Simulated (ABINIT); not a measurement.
# A GW chain in ABINIT: Ca2FeH6 (Fm-3m), part 2 of 3

Aim: the G0W0 gap of Ca2FeH6 (Fm-3m) on LDA, step by step.

ABINIT 10.8.3; LDA and many-body steps on it, plane waves. Known limits of the many-body steps: not at the basis limit; no spin polarisation; d states lean on the start; coarse k mesh.

So far. Step 2 (Ground state): The gap is indirect, with the least direct gap 0.007 eV higher.

### 3. Bands along the symmetry lines

Level of this step: DFT, LDA, plane waves, norm-conserving pseudopotentials (ABINIT).

The cheap functional maps the bands first; the places of the edges decide which points the dearer methods must see.

run.abi

```
acell 3*1.0 Angstrom
rprim 
  0.000000000000 3.496077550000 3.496077550000
  3.496077550000 0.000000000000 3.496077550000
  3.496077550000 3.496077550000 0.000000000000
ntypat 3
znucl 20 26 1
natom 9
typat 1 1 2 3 3 3 3 3 3
xred 
  0.250000000000 0.250000000000 0.250000000000
  0.750000000000 0.750000000000 0.750000000000
  0.000000000000 0.000000000000 0.000000000000
  0.771967350000 0.228032650000 0.228032650000
  0.228032650000 0.771967350000 0.771967350000
  0.228032650000 0.771967350000 0.228032650000
  0.771967350000 0.228032650000 0.771967350000
  0.228032650000 0.228032650000 0.771967350000
  0.771967350000 0.771967350000 0.228032650000
pp_dirpath "pseudos"
pseudos "Ca.upf, Fe.upf, H.upf"
ecut 39
iscf -2
irdden 1
kptopt 0
nkpt 26
kpt 
  0.00000000 0.00000000 0.00000000
  0.12500000 0.00000000 0.12500000
  0.25000000 0.00000000 0.25000000
  0.37500000 0.00000000 0.37500000
  0.50000000 0.00000000 0.50000000
  0.53125000 0.06250000 0.53125000
  0.56250000 0.12500000 0.56250000
  0.59375000 0.18750000 0.59375000
  0.62500000 0.25000000 0.62500000
  0.37500000 0.37500000 0.75000000
  0.28125000 0.28125000 0.56250000
  0.18750000 0.18750000 0.37500000
  0.09375000 0.09375000 0.18750000
  0.00000000 0.00000000 0.00000000
  0.12500000 0.12500000 0.12500000
  0.25000000 0.25000000 0.25000000
  0.37500000 0.37500000 0.37500000
  0.50000000 0.50000000 0.50000000
  0.50000000 0.43750000 0.56250000
  0.50000000 0.37500000 0.62500000
  0.50000000 0.31250000 0.68750000
  0.50000000 0.25000000 0.75000000
  0.50000000 0.18750000 0.68750000
  0.50000000 0.12500000 0.62500000
  0.50000000 0.06250000 0.56250000
  0.50000000 0.00000000 0.50000000
istwfk *1
nband 28
nbdbuf 2
tolwfr 1e-08
nstep 40
prtwf 0
prtvol 0
indata_prefix "in"
outdata_prefix "out"
tmpdata_prefix "tmp"
```

Started as:

```
> OMP_NUM_THREADS=1 mpirun -n 4 abinit run.abi > log
```

Numbers of over 12 decimals in the logs are rounded to 6 here.

Log:

```text
.Version 10.8.3 of ABINIT. v10.8.2 released Aug 2026.

 Symmetries : space group Fm -3 m (#225); Bravais cF (face-center cubic)
[... echo of the input left out ...]
== DATASET  1 ==================================================================
-   mpi_nproc: 4, omp_nthreads: 1 (-1 if OMP is not activated)

--- !DatasetInfo
iteration_state: {dtset: 1, }
dimensions: {natom: 9, nkpt: 26, mband: 28, nsppol: 1, nspinor: 1, nspden: 1, mpw: 6754, }
cutoff_energies: {ecut:  39.0, pawecutdg:  -1.0, }
electrons: {nelect:   4.20000000E+01, charge:   0.00000000E+00, occopt:   1.00000000E+00, tsmear:   1.00000000E-02, }

 Real(R)+Recip(G) space primitive vectors, cartesian coordinates (Bohr,Bohr^-1):
 R(1)=  0.0000000  6.6066291  6.6066291  G(1)= -0.0756816  0.0756816  0.0756816
 R(2)=  6.6066291  0.0000000  6.6066291  G(2)=  0.0756816 -0.0756816  0.0756816
 R(3)=  6.6066291  6.6066291  0.0000000  G(3)=  0.0756816  0.0756816 -0.0756816
 Unit cell volume ucvol=  5.7672632E+02 bohr^3
 Angles (23,13,12)=  6.00000000E+01  6.00000000E+01  6.00000000E+01 degrees

 getcut: wavevector=  0.0000  0.0000  0.0000  ngfft=  54  54  54
         ecut(hartree)=     39.000   => boxcut(ratio)=   2.05660

--- Pseudopotential description ------------------------------------------------
- Ca Generated using ONCVPSP code by D. R. Hamann
- 20.00000  10.00000  180309                  znucl, zion, pspdat
12 -1012 2 -1 1724                            pspcod,pspxc,lmax,lloc,mmax
     nproj     2     2     2
  pspatm : epsatm=   12.51424511
         --- l  ekb(1:nproj) -->
             0   10.026170    0.975458
             1    2.942990    0.445396
             2   -3.490458   -1.115963
 pspatm: atomic psp has been read  and splines computed

- Fe Generated using ONCVPSP code by D. R. Hamann
- 26.00000  16.00000  180309                  znucl, zion, pspdat
12 -1012 2 -1 1408                            pspcod,pspxc,lmax,lloc,mmax
     nproj     2     2     2
  pspatm : epsatm=   15.14527392
         --- l  ekb(1:nproj) -->
[...]
pspatm: atomic psp has been read  and splines computed

- H Generated using ONCVPSP code by D. R. Hamann
-  1.00000   1.00000  180309                  znucl, zion, pspdat
12 -1012 1 -1 1180                            pspcod,pspxc,lmax,lloc,mmax
     nproj     2     1     0
  pspatm : epsatm=    0.35439867
         --- l  ekb(1:nproj) -->
[...]
1   -0.275071
 pspatm: atomic psp has been read  and splines computed

--------------------------------------------------------------------------------

================================================================================
 prteigrs : about to open file out_EIG
 Non-SCF case, kpt    1 (  0.00000  0.00000  0.00000), residuals and eigenvalues=
  7.62E-09  1.94E-09  2.11E-09  5.09E-09  4.76E-09  6.69E-09  2.57E-09  4.49E-09
[...]
Non-SCF case, kpt   26 (  0.50000  0.00000  0.50000), residuals and eigenvalues=
[...]
-3.0779E-02  1.4410E-02  2.6417E-02  6.8404E-02  8.3846E-02  8.3846E-02
  1.5349E-01  1.7573E-01  1.7573E-01  2.2037E-01  2.8044E-01  2.9302E-01
[...]
--- !ResultsGS
iteration_state: {dtset: 1, }
comment   : Summary of ground state results
lattice_vectors:
- [  0.0000000,   6.6066291,   6.6066291, ]
- [  6.6066291,   0.0000000,   6.6066291, ]
- [  6.6066291,   6.6066291,   0.0000000, ]
lattice_lengths: [   9.34318,    9.34318,    9.34318, ]
lattice_angles: [ 60.000,  60.000,  60.000, ] # degrees, (23, 13, 12)
lattice_volume:   5.7672632E+02
convergence: {deltae:  0.000E+00, res2:  0.000E+00, residm:  9.995E-09, diffor:  0.000E+00, }
etotal    :  -2.06246115E+02
entropy   :   0.00000000E+00
fermie    :   1.75970476E-01
cartesian_stress_tensor: null
pressure_GPa: null
xred      :
- [  2.5000E-01,   2.5000E-01,   2.5000E-01, Ca]
- [  7.5000E-01,   7.5000E-01,   7.5000E-01, Ca]
- [  0.0000E+00,   0.0000E+00,   0.0000E+00, Fe]
- [  7.7197E-01,   2.2803E-01,   2.2803E-01,  H]
- [  2.2803E-01,   7.7197E-01,   7.7197E-01,  H]
- [  2.2803E-01,   7.7197E-01,   2.2803E-01,  H]
- [  7.7197E-01,   2.2803E-01,   7.7197E-01,  H]
- [  2.2803E-01,   2.2803E-01,   7.7197E-01,  H]
- [  7.7197E-01,   7.7197E-01,   2.2803E-01,  H]
cartesian_forces: null
force_length_stats: {min: null, max: null, mean: null, }

 Integrated electronic density in atomic spheres:
 ------------------------------------------------
 Atom  Sphere_radius  Integrated_density
[...]
================================================================================

 ----iterations are completed or convergence reached----

 Mean square residual over all n,k,spin=   61.826E-10; max=  99.954E-10
 reduced coordinates (array xred) for    9 atoms
[...]
0.228032650000      0.228032650000      0.771967350000
       0.771967350000      0.771967350000      0.228032650000

 cartesian coordinates (angstrom) at end:
[...]
length scales=  1.889726125908  1.889726125908  1.889726125908 bohr
              =  1.000000000000  1.000000000000  1.000000000000 angstroms
 prteigrs : about to open file out_EIG
 Eigenvalues (hartree) for nkpt=  26  k points:
 kpt#   1, nband= 28, wtk=  1.00000, kpt=  0.0000  0.0000  0.0000 (reduced coord)
[...]
kpt#   2, nband= 28, wtk=  1.00000, kpt=  0.1250  0.0000  0.1250 (reduced coord)
[...]
kpt#   3, nband= 28, wtk=  1.00000, kpt=  0.2500  0.0000  0.2500 (reduced coord)
[...]
kpt#  25, nband= 28, wtk=  1.00000, kpt=  0.5000  0.0625  0.5625 (reduced coord)
[...]
0.31843    0.32873    0.36594    0.36810
 kpt#  26, nband= 28, wtk=  1.00000, kpt=  0.5000  0.0000  0.5000 (reduced coord)
[...]
-0.58794   -0.57834   -0.57834   -0.57743   -0.03078    0.01441    0.02642    0.06840
   0.08385    0.08385    0.15349    0.17573    0.17573    0.22037    0.28044    0.29302
   0.32717    0.32717    0.36592    0.36711

== END DATASET(S) ==============================================================
================================================================================

 -outvars: echo values of variables after computation  --------
            nband          28
             nkpt          26
          spgroup         225
 [... the other variables as echoed above ...]

 Calculation completed.
```

Run time: 48 s. Hardware: 4 MPI ranks of Arm Neoverse V2, shared host; peak memory 0.37 GiB.

This step gave:

| Item | Value |
| --- | --- |
| gap | 1.206 eV |
| k of the valence top | 0.5, 0.25, 0.75 |
| k of the conduction bottom | 0.5, 0, 0.5 |
| least direct gap | 1.215 eV |

The gap is 1.206 eV, −0.002 eV from the run before at this level.

Electronic bands along the path, in eV, zero at the top of the highest filled band:

| point | band 18 | band 19 | band 20 | band 21 | band 22 | band 23 | band 24 | band 25 |
| --- | --- | --- | --- | --- | --- | --- | --- | --- |
| Γ | -2.97 | -0.07 | -0.07 | -0.07 | 2.68 | 2.68 | 4.56 | 6.13 |
| halfway | -2.74 | -0.30 | -0.04 | -0.04 | 2.03 | 2.74 | 4.14 | 4.82 |
| X | -2.51 | -0.61 | -0.01 | -0.01 | 1.21 | 2.84 | 3.18 | 4.11 |
| halfway | -2.40 | -0.51 | -0.02 | -0.01 | 1.30 | 2.92 | 3.23 | 3.71 |
| U | -2.24 | -0.33 | -0.05 | -0.03 | 1.51 | 3.16 | 3.16 | 3.38 |
| jump to K | -2.24 | -0.33 | -0.05 | -0.03 | 1.51 | 3.16 | 3.16 | 3.38 |
| halfway | -2.39 | -0.18 | -0.09 | -0.07 | 2.47 | 2.52 | 4.12 | 4.60 |
| Γ | -2.97 | -0.07 | -0.07 | -0.07 | 2.68 | 2.68 | 4.56 | 6.13 |
| halfway | -2.58 | -0.17 | -0.08 | -0.08 | 2.61 | 2.61 | 4.53 | 4.98 |
| L | -2.22 | -0.25 | -0.09 | -0.09 | 2.59 | 2.59 | 3.47 | 4.17 |
| halfway | -2.21 | -0.17 | -0.13 | -0.05 | 1.90 | 2.73 | 3.62 | 3.66 |
| W | -2.27 | -0.17 | -0.17 | 0.00 | 1.62 | 2.99 | 3.25 | 3.25 |
| halfway | -2.36 | -0.42 | -0.05 | 0.00 | 1.38 | 2.99 | 3.26 | 3.47 |
| X | -2.51 | -0.61 | -0.01 | -0.01 | 1.21 | 2.84 | 3.18 | 4.11 |

### 4. Empty states on the mesh, 2×2×2 mesh, 83 bands

The sums over transitions need many empty states on a uniform mesh; this step solves for them.

run.abi

```
acell 3*1.0 Angstrom
rprim 
  0.000000000000 3.496077550000 3.496077550000
  3.496077550000 0.000000000000 3.496077550000
  3.496077550000 3.496077550000 0.000000000000
ntypat 3
znucl 20 26 1
natom 9
typat 1 1 2 3 3 3 3 3 3
xred 
  0.250000000000 0.250000000000 0.250000000000
  0.750000000000 0.750000000000 0.750000000000
  0.000000000000 0.000000000000 0.000000000000
  0.771967350000 0.228032650000 0.228032650000
  0.228032650000 0.771967350000 0.771967350000
  0.228032650000 0.771967350000 0.228032650000
  0.771967350000 0.228032650000 0.771967350000
  0.228032650000 0.228032650000 0.771967350000
  0.771967350000 0.771967350000 0.228032650000
pp_dirpath "pseudos"
pseudos "Ca.upf, Fe.upf, H.upf"
ecut 39
ngkpt 2 2 2
nshiftk 1
shiftk 0 0 0
kptopt 1
chksymbreak 0
iscf -2
irdden 1
istwfk *1
nband 83
nbdbuf 6
tolwfr 1e-09
nstep 60
prtvol 0
indata_prefix "in"
outdata_prefix "out"
tmpdata_prefix "tmp"
```

Log:

```text
.Version 10.8.3 of ABINIT. v10.8.2 released Aug 2026.

 Symmetries : space group Fm -3 m (#225); Bravais cF (face-center cubic)
[... echo of the input left out ...]
== DATASET  1 ==================================================================
-   mpi_nproc: 4, omp_nthreads: 1 (-1 if OMP is not activated)
-    --> not optimal distribution: autoparal keyword recommended in input file <--

--- !DatasetInfo
iteration_state: {dtset: 1, }
dimensions: {natom: 9, nkpt: 3, mband: 83, nsppol: 1, nspinor: 1, nspden: 1, mpw: 6754, }
cutoff_energies: {ecut:  39.0, pawecutdg:  -1.0, }
electrons: {nelect:   4.20000000E+01, charge:   0.00000000E+00, occopt:   1.00000000E+00, tsmear:   1.00000000E-02, }

 Real(R)+Recip(G) space primitive vectors, cartesian coordinates (Bohr,Bohr^-1):
 R(1)=  0.0000000  6.6066291  6.6066291  G(1)= -0.0756816  0.0756816  0.0756816
 R(2)=  6.6066291  0.0000000  6.6066291  G(2)=  0.0756816 -0.0756816  0.0756816
 R(3)=  6.6066291  6.6066291  0.0000000  G(3)=  0.0756816  0.0756816 -0.0756816
 Unit cell volume ucvol=  5.7672632E+02 bohr^3
 Angles (23,13,12)=  6.00000000E+01  6.00000000E+01  6.00000000E+01 degrees

 getcut: wavevector=  0.0000  0.0000  0.0000  ngfft=  54  54  54
         ecut(hartree)=     39.000   => boxcut(ratio)=   2.05660

--- Pseudopotential description ------------------------------------------------
- Ca Generated using ONCVPSP code by D. R. Hamann
- 20.00000  10.00000  180309                  znucl, zion, pspdat
12 -1012 2 -1 1724                            pspcod,pspxc,lmax,lloc,mmax
     nproj     2     2     2
  pspatm : epsatm=   12.51424511
         --- l  ekb(1:nproj) -->
             0   10.026170    0.975458
             1    2.942990    0.445396
             2   -3.490458   -1.115963
 pspatm: atomic psp has been read  and splines computed

- Fe Generated using ONCVPSP code by D. R. Hamann
- 26.00000  16.00000  180309                  znucl, zion, pspdat
12 -1012 2 -1 1408                            pspcod,pspxc,lmax,lloc,mmax
     nproj     2     2     2
  pspatm : epsatm=   15.14527392
         --- l  ekb(1:nproj) -->
[...]
pspatm: atomic psp has been read  and splines computed

- H Generated using ONCVPSP code by D. R. Hamann
-  1.00000   1.00000  180309                  znucl, zion, pspdat
12 -1012 1 -1 1180                            pspcod,pspxc,lmax,lloc,mmax
     nproj     2     1     0
  pspatm : epsatm=    0.35439867
         --- l  ekb(1:nproj) -->
[...]
1   -0.275071
 pspatm: atomic psp has been read  and splines computed

--------------------------------------------------------------------------------

================================================================================
 prteigrs : about to open file out_EIG
 Non-SCF case, kpt    1 (  0.00000  0.00000  0.00000), residuals and eigenvalues=
[...]
-2.9425E+00 -1.7108E+00 -1.7108E+00 -1.7108E+00 -1.2716E+00 -1.2691E+00
 -5.8631E-01 -5.8631E-01 -5.8631E-01 -5.7921E-01 -5.7921E-01 -5.7921E-01
 -1.0154E-01  5.0706E-02  5.0706E-02  6.6866E-02  6.6866E-02  6.6866E-02
[...]
1.1799E+00  1.1799E+00  1.1837E+00  1.3406E+00  1.3406E+00  1.3406E+00
  1.3436E+00  1.3713E+00  1.3713E+00  1.3713E+00  1.4299E+00  1.4299E+00
  1.4299E+00  1.4684E+00  1.4685E+00  1.4959E+00  1.4959E+00
 prteigrs : prtvol=0 or 1, do not print more k-points.

--- !ResultsGS
iteration_state: {dtset: 1, }
comment   : Summary of ground state results
lattice_vectors:
- [  0.0000000,   6.6066291,   6.6066291, ]
- [  6.6066291,   0.0000000,   6.6066291, ]
- [  6.6066291,   6.6066291,   0.0000000, ]
lattice_lengths: [   9.34318,    9.34318,    9.34318, ]
lattice_angles: [ 60.000,  60.000,  60.000, ] # degrees, (23, 13, 12)
lattice_volume:   5.7672632E+02
convergence: {deltae:  0.000E+00, res2:  0.000E+00, residm:  9.905E-10, diffor:  0.000E+00, }
etotal    :  -2.06246115E+02
entropy   :   0.00000000E+00
fermie    :   1.75970476E-01
cartesian_stress_tensor: null
pressure_GPa: null
xred      :
- [  2.5000E-01,   2.5000E-01,   2.5000E-01, Ca]
- [  7.5000E-01,   7.5000E-01,   7.5000E-01, Ca]
- [  0.0000E+00,   0.0000E+00,   0.0000E+00, Fe]
- [  7.7197E-01,   2.2803E-01,   2.2803E-01,  H]
- [  2.2803E-01,   7.7197E-01,   7.7197E-01,  H]
- [  2.2803E-01,   7.7197E-01,   2.2803E-01,  H]
- [  7.7197E-01,   2.2803E-01,   7.7197E-01,  H]
- [  2.2803E-01,   2.2803E-01,   7.7197E-01,  H]
- [  7.7197E-01,   7.7197E-01,   2.2803E-01,  H]
cartesian_forces: null
force_length_stats: {min: null, max: null, mean: null, }

 Integrated electronic density in atomic spheres:
 ------------------------------------------------
 Atom  Sphere_radius  Integrated_density
[...]
================================================================================

 ----iterations are completed or convergence reached----

 Mean square residual over all n,k,spin=   47.871E-11; max=  99.055E-11
 reduced coordinates (array xred) for    9 atoms
[...]
0.771967350000      0.771967350000      0.228032650000

 cartesian coordinates (angstrom) at end:
    1      1.748039     1.748039     1.748039
    2      5.244116     5.244116     5.244116
    3      0.000000     0.000000     0.000000
[...]
8      3.496078     3.496078     1.594440
    9      3.496078     3.496078     5.397715
 length scales=  1.889726125908  1.889726125908  1.889726125908 bohr
              =  1.000000000000  1.000000000000  1.000000000000 angstroms
 prteigrs : about to open file out_EIG
 Eigenvalues (hartree) for nkpt=   3  k points:
 kpt#   1, nband= 83, wtk=  0.12500, kpt=  0.0000  0.0000  0.0000 (reduced coord)
[...]
1.16235    1.16235    1.17989    1.17989    1.18369    1.34062    1.34062    1.34062
   1.34365    1.37128    1.37128    1.37128    1.42991    1.42991    1.42991    1.46841
   1.46846    1.49587    1.49587
 prteigrs : prtvol=0 or 1, do not print more k-points.

== END DATASET(S) ==============================================================
================================================================================

 -outvars: echo values of variables after computation  --------
            nband          83
             nkpt           3
          spgroup         225
 [... the other variables as echoed above ...]

 Calculation completed.
```

Run time: 17 s. Hardware: 4 MPI ranks; peak memory 0.33 GiB; 68 s of CPU time.

Numbers from this step:

| Item | Value |
| --- | --- |
| gap | 1.215 eV |
| k of the valence top | 0.5, 0.5, 0 |
| k of the conduction bottom | 0.5, 0.5, 0 |
| least direct gap | 1.215 eV |
| k points computed | 3 |
| lowest point of the top converged band, above the valence top | 34.13 eV |

On this mesh the gap is 1.215 eV.

### 5. Screening, 2×2×2 mesh, 77 bands, screening to 106.1 eV

The RPA dielectric matrix is built and inverted for each q.

This step: RPA screening on LDA, plane waves, norm-conserving pseudopotentials.

Changes to run.abi since step 4:

```diff
@@ -27,10 +27,11 @@
 chksymbreak 0
-iscf -2
-irdden 1
 istwfk *1
-nband 83
-nbdbuf 6
-tolwfr 1e-09
-nstep 60
-prtvol 0
+occopt 1
+irdwfk 1
+optdriver 3
+nband 77
+ecuteps 3.9
+inclvkb 2
+awtr 1
+symchi 1
 indata_prefix "in"
```

Log:

```text
.Version 10.8.3 of ABINIT. v10.8.2 released Aug 2026.

 Symmetries : space group Fm -3 m (#225); Bravais cF (face-center cubic)
[... echo of the input left out ...]
== DATASET  1 ==================================================================
-   mpi_nproc: 4, omp_nthreads: 1 (-1 if OMP is not activated)

--- !DatasetInfo
iteration_state: {dtset: 1, }
dimensions: {natom: 9, nkpt: 3, mband: 77, nsppol: 1, nspinor: 1, nspden: 1, mpw: 6754, }
cutoff_energies: {ecut:  39.0, pawecutdg:  -1.0, }
electrons: {nelect:   4.20000000E+01, charge:   0.00000000E+00, occopt:   1.00000000E+00, tsmear:   1.00000000E-02, }

 SCREENING: Calculation of the susceptibility and dielectric matrices

 Based on a program developped by R.W. Godby, V. Olevano, G. Onida, and L. Reining.
 Incorporated in ABINIT by V. Olevano, G.-M. Rignanese, and M. Torrent.
.Using double precision arithmetic ; gwpc =  8

[... cell and pseudopotentials left out ...]
--------------------------------------------------------------------------------

 ==== K-mesh for the wavefunctions ====
 Number of points in the irreducible wedge :     3
[... list of points left out ...]
 Together with 48 symmetry operations and time-reversal symmetry
 yields     8 points in the full Brillouin Zone.

 ==== Q-mesh for the screening function ====
 Number of points in the irreducible wedge :     3
[... list of points left out ...]
 Together with 48 symmetry operations and time-reversal symmetry
 yields     8 points in the full Brillouin Zone.

 setmesh: FFT mesh size selected  =    36x   36x   36
          total number of points  =        46656

 vcoul_init : cutoff-mode = AUXILIARY_FUNCTION
 q-points for optical limit:   1
     1)      0.000010    0.000020    0.000030

- screening: taking advantage of time-reversal symmetry
- Maximum band index for partially occupied states nbvw = 21
- Remaining bands to be divided among processors   nbcw = 56
- Number of bands treated by each node ~14

 Number of electrons calculated from density =   42.0000; Expected =   42.0000
 average of density, n =  0.072825
 r_s =    1.4855
 omega_plasma =   26.0313 [eV]

 calculating chi0 at frequencies [eV] :
  1    0.000000E+00    0.000000E+00
  2    0.000000E+00    2.603127E+01

--------------------------------------------------------------------------------
  q-point number  1        q = ( 0.000000, 0.000000, 0.000000) [r.l.u.]
--------------------------------------------------------------------------------
[... chi0 elements left out ...]
 For q-point:  0.000010 0.000020 0.000030
  dielectric constant =   5.0566
  dielectric constant without local fields =   5.9173

  Average fulfillment of the sum rule on Im[epsilon] for q-point    1 :     45.03  [%]
[... wings left out ...]
  q-point number  2        q = ( 0.500000, 0.000000, 0.000000) [r.l.u.]
--------------------------------------------------------------------------------
[... chi0 elements left out ...]
  Average fulfillment of the sum rule on Im[epsilon] for q-point    2 :     51.68  [%]

 [... 1 further q-points ...]
```

It took 8 s on 4 MPI ranks; peak memory 0.94 GiB.

Numbers from this step:

| Property | Result |
| --- | --- |
| ε∞ with local fields, on this mesh, along the program's q direction | 5.057 |
| the same without local fields | 5.917 |
| plasma frequency | 26.03 eV |
| plane waves in the screening matrix | 181 |

Local fields lower ε∞ by 15 %. On a Γ-centred mesh this coarse the value itself is usually too large, while a short band sum pulls it down.

[end of part 2 of 3]

[Paths, hosts, dates, memory and timing lines, banners, echoed tables and standing remarks are left out of the program output.]

[Logs are printed without paths, hosts, clocks, repeated set-up lines and the standing remarks that a program may print on its own settings, such as how far it seeks lower states.]

[Runs of the session that timed out or met a known fault of the program may be left out.]

[Hosts, paths, dates, database ids (printed as entryN), source tags and the programs' standing remarks are cut or masked in the printed files.]

[G0W0 gaps are taken among the corrected bands and points alone; a level outside them can change the order at an edge.]

[Where Ansatz stands beside ABINIT at settings called matched, ABINIT's density can come from a denser mesh and the files from another edition; pairs whose starting gaps differed by over 0.03 eV were left out, so agreement reads better than it is.]
